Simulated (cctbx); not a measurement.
**Diagnosing a refinement**

Cell a = 5.1620 Å, b = 5.1620 Å, c = 5.1620 Å, α = 90.00°, β = 90.00°, γ = 90.00°; space group Pm-3m (no. 221).

The data are simulated with cctbx, not measured: synchrotron X-rays, λ = 0.7749 Å, to d = 0.75 Å, 95 % of the full sphere, strongest reflection 20000 counts, noise from counting, a 2 % proportional error and a noise floor of 4 counts (s.d.); no absorption.

An anisotropic refinement with weights 1/σ² prints:

```text
Rint 0.022, 54 unique reflections to 0.76 A
cycle     R1     wR2    GooF  max shift (A)
   1  0.1854  0.3817  41.165   0.00000
   2  0.1878  0.3776  40.729   0.00000
final R1 0.1878 wR2 0.3776 GooF 40.729  parameters 3  data/parameter 18.0
atom        x        y        z      Ueq    occ   su(xyz)  su(Uiso or U11)
Pb1    0.00000  0.00000  0.00000   0.0010  1.000  0.00000  0.0034
Nd1    0.00000  0.50000  0.50000   0.0016  1.000  0.00000  0.0045
difference map: max 87.56 min -5.37 rms 3.46
Q1    0.5000  0.5000  0.5000    1  102.92  2.58 A from Nd1
Q2    0.0000  0.0000  0.0000    1   51.56  0.00 A from Pb1
Q3    0.0000  0.0000  0.5000    3   17.72  2.58 A from Nd1
Q4    0.2974  0.4413  0.4413   24    3.00  1.59 A from Nd1
Q5    0.3827  0.3827  0.3827    8    2.67  2.15 A from Nd1
Q6    0.1291  0.5000  0.5000    6    1.92  0.67 A from Nd1
```

Q: Accept it or mend it, and why?

Mend it. The fault: an atom left out, As at (1/2, 1/2, 1/2). Against the right model at the same level, R1 goes from 0.0034 to 0.1878 and GooF from 0.90 to 40.73 and the top difference peak, 102.9 e/Å³, lies 2.58 Å from Nd1. Q1 is the missing atom. With scattering power missing, scale and phases suffer, so peaks may also grow on the heavy atoms.

The compound is Nd3AsPb. The right model at the same level gives:

```text
Rint 0.022, 54 unique reflections to 0.76 A
cycle     R1     wR2    GooF  max shift (A)
   1  0.0075  0.0213   2.319   0.00000
   2  0.0034  0.0082   0.896   0.00000
final R1 0.0034 wR2 0.0082 GooF 0.896  parameters 4  data/parameter 13.5
atom        x        y        z      Ueq    occ   su(xyz)  su(Uiso or U11)
Pb1    0.00000  0.00000  0.00000   0.0039  1.000  0.00000  0.0001
Nd1    0.00000  0.50000  0.50000   0.0024  1.000  0.00000  0.0001
As1    0.50000  0.50000  0.50000   0.0062  1.000  0.00000  0.0001
difference map: max 0.21 min -0.21 rms 0.06
Q1    0.1563  0.1563  0.3924   24    0.22  2.03 A from Nd1
Q2    0.3190  0.5000  0.5000    6    0.18  0.93 A from As1
Q3    0.0000  0.0000  0.5000    3    0.15  2.58 A from Nd1
Q4    0.0000  0.2533  0.2533   12    0.14  1.80 A from Nd1
Q5    0.0000  0.1556  0.5000   12    0.13  1.78 A from Nd1
Q6    0.2893  0.2893  0.2893    8    0.12  1.88 A from As1
```

This is a model crystal, built by substitution and not relaxed, with assumed displacement parameters.

[Middle refinement cycles are left out of these outputs.]

[Logs are printed without paths, hosts, clocks, repeated set-up lines and the standing remarks that a program may print on its own settings, such as how far it seeks lower states.]
